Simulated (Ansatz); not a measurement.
Space group Cmcm (No. 63). a = 3.530 Å, b = 13.519 Å, c = 3.565 Å, α = 90.00°, β = 90.00°, γ = 90.00°
| atom | site | symmetry | x | y | z |
| --- | --- | --- | --- | --- | --- |
| Ti | 4c | m2m | 0.0000 | 0.8969 | 0.2500 |
| Si | 4c | m2m | 0.5000 | 0.7497 | 0.2500 |
| Si | 4c | m2m | 0.0000 | 0.5583 | 0.2500 |

Question: What reflectivity and colour does Ansatz, PBE, independent particles, without spin-orbit coupling, line width 0.1 eV (Gaussian), carrier damping 0.05 eV give for this metal?

Answer: Reflectivity along the first axis:

| E (eV) | R (%) |
| --- | --- |
| 1.00 | 53.7 |
| 1.25 | 56.6 |
| 1.50 | 55.0 |
| 1.75 | 53.9 |
| 2.00 | 53.6 |
| 2.25 | 53.4 |
| 2.50 | 53.2 |
| 2.75 | 52.9 |
| 3.00 | 52.3 |
| 3.25 | 52.7 |
| 3.50 | 53.9 |
| 3.75 | 55.1 |
| 4.00 | 55.0 |
| 4.25 | 52.8 |
| 4.50 | 51.2 |
| 4.75 | 53.9 |
| 5.00 | 54.0 |

The colour is light grey: CIE x = 0.313, y = 0.330, luminous reflectivity 53 % under D65, from the mean over the axes. The cell is a Materials Project entry and need not be the stable phase. The mesh is 10×10×10, and the carriers' damping is typed.
